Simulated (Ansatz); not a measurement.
# 1T-VSeTe bilayer (like faces together) in a perpendicular field, part 3 of 3

Aim: how the 1T-VSeTe bilayer (like faces together) screens a field along its normal, and what the field does to its bands. A positive field points along +c.

Ansatz 0.2.0; plane-wave DFT, LDA, Ansatz PAW.

So far. Step 7 (Atoms held, field -0.3 V/Å): The dipole is -0.199 e·Å, -0.198 e·Å from its value without field. Step 8 (Response, atoms held): The induced dipole is that of a conductor 12.20 Å thick.

## (9) The same run with other settings: basis.xc_grid = 3

This step: plane-wave DFT, LDA, Ansatz PAW (Ansatz 0.2.0).

A run with a changed input: it repeats the earlier run at 0.1 V/Å with basis.xc_grid to 3.

input.yaml reads:

```yaml
crystal:
  lattice:
    - [3.3604738543, 0.0, 0.0]
    - [-1.6802369271, 2.9102557265, 0.0]
    - [0.0, 0.0, 27.4282537533]
  atoms:
    - { symbol: Te, position: [0.6666666667, 0.3333333333, 0.3281288004] }
    - { symbol: V, position: [0.0, 0.0, 0.3937815712] }
    - { symbol: Se, position: [0.3333333333, 0.6666666667, 0.4473104475] }
    - { symbol: Te, position: [0.0, 0.0, 0.6718711996] }
    - { symbol: V, position: [0.3333333333, 0.6666666667, 0.6062962855] }
    - { symbol: Se, position: [0.6666666667, 0.3333333333, 0.5526139445] }
kpoints:
  mp_grid: { grid: [18, 18, 1] }
  band_path:
    path: [[0, 0, 0], [0.5, 0, 0], [0.33333333, 0.33333333, 0], [0, 0, 0]]
    npoints: 16
hamiltonian:
  xc: lda
scf:
  occupations: { method: fermi_dirac, width: 0.02585 }
  convergence: { dr2_threshold: 1.0e-10 }
efield:
  axis: 3
  dipole_correction: true
  ramp_position: 0.9665
  ramp_width: 0.0671
  amplitude: 0.1
output:
  write_potential: true
  write_density: true
  volumetric_format: npy
basis:
  xc_grid: 3
```

On the command line:

```
ansatz run input.yaml --threads 4 --pin off --max-ram 6144MiB --backend cpu --events-out ev --progress --plain --runs-dir out
```

Numbers of over 12 decimals in the logs are rounded to 6 here.

Output:

```text
[...]
Crystal: 6 atoms, lattice volume = 268.244 Å³
Basis set: ecut = 420 eV, 5299 PW (Γ), exchange–correlation on 72×72×576 points (27 copies of the dense FFT grid, shifted against one another)
Bands: 54, of which v1, the nominal top of the filled ones, is band 45 counted from 1 (44 counted from 0)
Symmetry: 6 space group operations
[...]
k-points: 37 of 324 (time reversal used)
[...]
SCF iter   1: F=—  HF=-30146.496700 eV  |F-HF|=—  |Δ(HF+E_count)|=         —  Δρ=3.02e-2  dr2=1.40e1  ethr=3.10e-3  p=0.066 e·Å  D=4.46e-2 V/Å  ΔV_dip=-1.22 eV  dr2_dipole=3.72e-3  V_vac-E_F(+/−)=7.67/6.41 eV  ⟨swp⟩=8.8  Hψ=8283  notcnv=0
[...]
SCF iter  12: F=-30144.771054 eV  HF=-30144.771054 eV  |F-HF|=9.46e-11  |Δ(HF+E_count)|=  5.42e-10  Δρ=6.26e-8  dr2=1.11e-11  ethr=1.00e-12  p=0.065 e·Å  D=4.38e-2 V/Å  ΔV_dip=-1.20 eV  dr2_dipole=2.51e-13  V_vac-E_F(+/−)=5.28/3.99 eV  ⟨swp⟩=3.1  Hψ=4170  notcnv=0
SCF 1 converged in 12 iterations: F = -30144.771054 eV  dr2 = 1.11e-11
[...]
SCF converged after 12 iterations
Free energy (F): -30144.771054 eV
[...]
Internal energy: -30144.757985 eV  (E = F + TS)
E sigma→0 (E₀):  -30144.764520 eV
Entropy (-TS):   -0.013069 eV (-2.178 meV/atom)
Fermi energy:    3.099322 eV
Dipole field:    D = 0.043751 V/Å  (p = 0.064856 e·Å, saw-weighted, corrected)
Work function:   not extracted (applied field tilts the vacuum); planar V_es + V_field profile in the machine report
[...]
--- Band table (eV; the first three rows and the last of 37) ---
  k-point 0: bands = [... 41 lower, 3.0411, 3.0411, 3.0659, 3.0659, 3.9405, 4.6332, 4.6332, 4.7922, ... 5 higher]
  k-point 1: bands = [... 41 lower, 2.9390, 2.9750, 2.9944, 3.0031, 3.7232, 4.6114, 4.6532, 4.7059, ... 5 higher]
  k-point 2: bands = [... 41 lower, 2.5252, 2.8141, 2.8493, 2.9609, 3.4157, 4.2962, 4.6771, 4.7275, ... 5 higher]
  k-point 36: bands = [... 41 lower, 0.6061, 0.6183, 0.6347, 3.7302, 3.7438, 3.9032, 3.9361, 3.9546, ... 5 higher]
```

Run time: 16 s. Hardware: 4 threads of Intel Xeon Platinum 8488C (Sapphire Rapids), shared host; peak memory 1 GiB.

This step gave:

```
energy at zero smearing : -30144.7645 eV
dipole along the normal : 0.06486 e·Å
```

The electronic bands at the labelled points (eV, zero at the Fermi level):

| point | band 42 | band 43 | band 44 | band 45 | band 46 | band 47 | band 48 | band 49 |
| --- | --- | --- | --- | --- | --- | --- | --- | --- |
| Γ | -0.06 | -0.06 | -0.03 | -0.03 | 0.84 | 1.53 | 1.53 | 1.69 |
| halfway | -1.51 | -0.65 | -0.60 | -0.38 | -0.24 | 0.87 | 1.08 | 1.35 |
| M | -2.20 | -0.77 | -0.67 | -0.64 | -0.52 | 0.87 | 0.89 | 1.24 |
| halfway | -2.42 | -2.29 | -2.21 | 0.12 | 0.22 | 0.95 | 0.97 | 1.10 |
| K | -2.49 | -2.48 | -2.46 | 0.63 | 0.64 | 0.80 | 0.84 | 0.86 |
| halfway | -1.76 | -1.41 | -1.35 | 0.02 | 0.03 | 0.73 | 0.82 | 1.17 |
| Γ | -0.06 | -0.06 | -0.03 | -0.03 | 0.84 | 1.53 | 1.53 | 1.69 |

| quantity | this run | earlier run | difference |
| --- | --- | --- | --- |
| dipole along the normal (e·Å) | 0.06486 | 0.06486 | 2.3e-7 |

The dipole moves by under 0.5 % or 5e-5 e·Å.

Of the bands kept, 2 cross the Fermi level on this path.

## (10) Varying the input: scf.eigensolver.kind = "davidson"

Another changed input: it repeats the earlier run at 0.1 V/Å with scf.eigensolver.kind to davidson.

input.yaml, as its differences from that of step 9:

```diff
@@ -22,2 +22,3 @@
   convergence: { dr2_threshold: 1.0e-10 }
+  eigensolver: { kind: davidson }
 efield:
@@ -32,3 +33 @@
   volumetric_format: npy
-basis:
-  xc_grid: 3
```

Output:

```text
[...]
Crystal: 6 atoms, lattice volume = 268.244 Å³
Basis set: ecut = 420 eV, 5299 PW (Γ)
Bands: 54, of which v1, the nominal top of the filled ones, is band 45 counted from 1 (44 counted from 0)
Symmetry: 6 space group operations
[...]
k-points: 37 of 324 (time reversal used)
[...]
SCF iter   3: F=—  HF=-30144.803229 eV  |F-HF|=—  |Δ(HF+E_count)|=   8.22e-1  Δρ=4.23e-3  dr2=1.37e-1  ethr=1.21e-4  p=0.065 e·Å  D=4.36e-2 V/Å  ΔV_dip=-1.19 eV  dr2_dipole=6.38e-6  V_vac-E_F(+/−)=5.56/4.27 eV  ⟨swp⟩=4.3  Hψ=10089  notcnv=0  defer=2
eigensolver tolerance schedule calibrated: the retry pair's looser diagonalisation under-reported the residual by θ = 0.20 (0.12/decade); ethr = c·dr2/N_el runs at the constant in force after the calibration composes with the one it found (an armed cap, an earlier calibration), c = 7.5e-2
SCF iter   4: F=—  HF=-30144.771133 eV  |F-HF|=—  |Δ(HF+E_count)|=   3.21e-2  Δρ=1.07e-3  dr2=5.02e-3  ethr=1.14e-4  p=0.065 e·Å  D=4.36e-2 V/Å  ΔV_dip=-1.19 eV  dr2_dipole=2.56e-5  V_vac-E_F(+/−)=5.33/4.04 eV  ⟨swp⟩=4.1  Hψ=5467  notcnv=0
[...]
SCF iter  12: F=-30144.771059 eV  HF=-30144.771059 eV  |F-HF|=6.55e-11  |Δ(HF+E_count)|=  4.37e-11  Δρ=9.54e-8  dr2=7.65e-11  ethr=1.38e-12 (applied; sched 1.00e-12)  p=0.065 e·Å  D=4.37e-2 V/Å  ΔV_dip=-1.20 eV  dr2_dipole=1.54e-11  V_vac-E_F(+/−)=5.28/3.99 eV  ⟨swp⟩=2.6  Hψ=3714  notcnv=0
the search or the solves at the SCF's close seem to have found levels that the self-consistency loop had missed (the run counts 1). By its estimate they hold under 1e-12 electrons; where the run keeps them, the occupations were computed again with them
SCF 1 converged in 12 iterations: F = -30144.771059 eV  dr2 = 7.65e-11
[...]
SCF converged after 12 iterations
Free energy (F): -30144.771059 eV
[...]
Internal energy: -30144.757991 eV  (E = F + TS)
E sigma→0 (E₀):  -30144.764525 eV
Entropy (-TS):   -0.013069 eV (-2.178 meV/atom)
Fermi energy:    3.099328 eV
Dipole field:    D = 0.043754 V/Å  (p = 0.064862 e·Å, saw-weighted, corrected)
Work function:   not extracted (applied field tilts the vacuum); planar V_es + V_field profile in the machine report
[...]
--- Band table (eV; the first three rows and the last of 37) ---
  k-point 0: bands = [... 41 lower, 3.0411, 3.0411, 3.0659, 3.0659, 3.9405, 4.6332, 4.6332, 4.7922, ... 5 higher]
  k-point 1: bands = [... 41 lower, 2.9390, 2.9750, 2.9944, 3.0031, 3.7232, 4.6114, 4.6532, 4.7059, ... 5 higher]
  k-point 2: bands = [... 41 lower, 2.5252, 2.8141, 2.8493, 2.9610, 3.4157, 4.2962, 4.6771, 4.7275, ... 5 higher]
  k-point 36: bands = [... 41 lower, 0.6061, 0.6183, 0.6347, 3.7302, 3.7438, 3.9032, 3.9361, 3.9546, ... 5 higher]
```

Wall time 17 s (4 threads); peak memory 0.94 GiB; 67 s of CPU time.

Electronic bands along the path, in eV, zero at the Fermi level:

(Unchanged from step 9.)

| quantity | this run | earlier run | difference |
| --- | --- | --- | --- |
| dipole along the normal (e·Å) | 0.06486 | 0.06486 | 5.7e-6 |

The dipole moves by under 0.5 % or 5e-5 e·Å.

Of the bands kept, 2 cross the Fermi level on this path.

## (11) Results

| Property | Result |
| --- | --- |
| gap without field | none |
| work function, upper face | 4.68 eV |
| equivalent conductor thickness, atoms held | 12.2 Å |

**Reading.** The induced dipole equals that of a perfect conductor 12.20 Å thick, while the outer atoms lie 9.43 Å apart. There is no gap over 0.03 eV, with or without the field. The first relaxation ran with spin and lost its moment, and the later runs have none; other magnetic states were not tried. Spin-orbit coupling is left out, which matters for the bands of elements this heavy.

[Logs are printed without paths, hosts, clocks, repeated set-up lines and the standing remarks that a program may print on its own settings, such as how far it seeks lower states.]

[Hosts, paths, dates, database ids (printed as entryN), source tags and the programs' standing remarks are cut or masked in the printed files.]

[Maps of the electrostatic potential energy from Ansatz leave out the sawtooth potential of an applied field or a dipole correction, so their vacuum need not be flat; planar profiles and work functions include it.]
